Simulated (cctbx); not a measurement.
# Reading a Patterson map

Space group Cmmm (no. 65), a = 8.6680 Å, b = 14.8210 Å, c = 3.6630 Å, α = 90.00°, β = 90.00°, γ = 90.00°, content Yb6 Rh12 Be18.

The data are simulated with cctbx, not measured: Mo Kα, λ = 0.71073 Å, to d = 0.77 Å, 50 % of the full sphere, strongest reflection 40000 counts, noise from counting, a 4 % proportional error and a noise floor of 2 counts (s.d.); no absorption.

Patterson synthesis, origin scaled to 1000:

```text
Patterson group C m m m
      u       v       w   height  length (A)
  0.000   0.000   0.000   1000.0     0.00
  0.168   0.170   0.000    561.0     2.91
  0.162   0.500   0.000    536.2     7.54
  0.000   0.335   0.000    475.5     4.97
  0.000   0.331   0.500    418.9     5.24
  0.157   0.158   0.500    216.8     3.27
  0.180   0.500   0.500    213.6     7.79
  0.233   0.302   0.500     19.8     5.24
  0.166   0.391   0.261     19.5     6.05
  0.166   0.059   0.257     19.2     1.93
  0.105   0.371   0.500     19.1     5.87
  0.168   0.275   0.263     18.8     4.44
  0.089   0.028   0.500     18.4     2.03
  0.000   0.223   0.258     17.5     3.44
```

Q: Assign the vectors.

A peak at u stands for all pairs with xi − xj = u, with weight Σ ZiZj against Σ Z² = 53988 at the origin. Peak heights follow these weights only roughly, since form factors, motion and series ripples differ, all vectors within 0.55 Å of a peak are counted as merged into it though the farther ones add only part of their weight, and F(000) is left out, which lowers the whole map:

| u | v | w | shortest length (Å) | height | 1000 ΣZiZj/ΣZ² | pairs in the cell |
| --- | --- | --- | --- | --- | --- | --- |
| 0.168 | 0.170 | 0.000 | 2.91 | 561 | 692 | 8 × Yb–Rh, 6 × Rh–Rh |
| 0.162 | 0.500 | 0.000 | 2.93 | 536 | 692 | 8 × Yb–Rh, 6 × Rh–Rh |
| 0.000 | 0.335 | 0.000 | 4.97 | 476 | 637 | 12 × Rh–Rh, 2 × Yb–Yb, 18 × Be–Be |
| 0.000 | 0.331 | 0.500 | 5.24 | 419 | 363 | 4 × Yb–Yb |
| 0.157 | 0.158 | 0.500 | 3.27 | 217 | 233 | 4 × Yb–Rh |
| 0.180 | 0.500 | 0.500 | 3.32 | 214 | 233 | 4 × Yb–Rh |

The table stops at ten peaks or at a height of 45, below which ripples compete. In the model behind the data Yb, the heaviest element, has 2 independent sites: (1/2, 0.6685, 1/2) and (1/2, 0, 0), up to an allowed shift of origin; the Yb–Yb vectors are differences of these positions and their symmetry mates. The whole model:

| atom | mult. | x | y | z | Ueq (Å²) |
| --- | --- | --- | --- | --- | --- |
| Yb1 | 4 | 1/2 | 0.6685 | 1/2 | 0.0108 |
| Yb2 | 2 | 1/2 | 0 | 0 | 0.0116 |
| Rh1 | 8 | 0.3421 | 0.8427 | 1/2 | 0.0137 |
| Rh2 | 4 | 0.8205 | 0 | 1/2 | 0.0160 |
| Be1 | 8 | 0.7717 | 0.0891 | 0 | 0.0190 |
| Be2 | 4 | 1/2 | 0.8159 | 0 | 0.0239 |
| Be3 | 4 | 1/4 | 3/4 | 0 | 0.0262 |
| Be4 | 2 | 0 | 0 | 0 | 0.0189 |

The model is made up (kin elements in a known structure type, no relaxation), so it says nothing on whether the phase exists.

[Logs are printed without paths, hosts, clocks, repeated set-up lines and the standing remarks that a program may print on its own settings, such as how far it seeks lower states.]
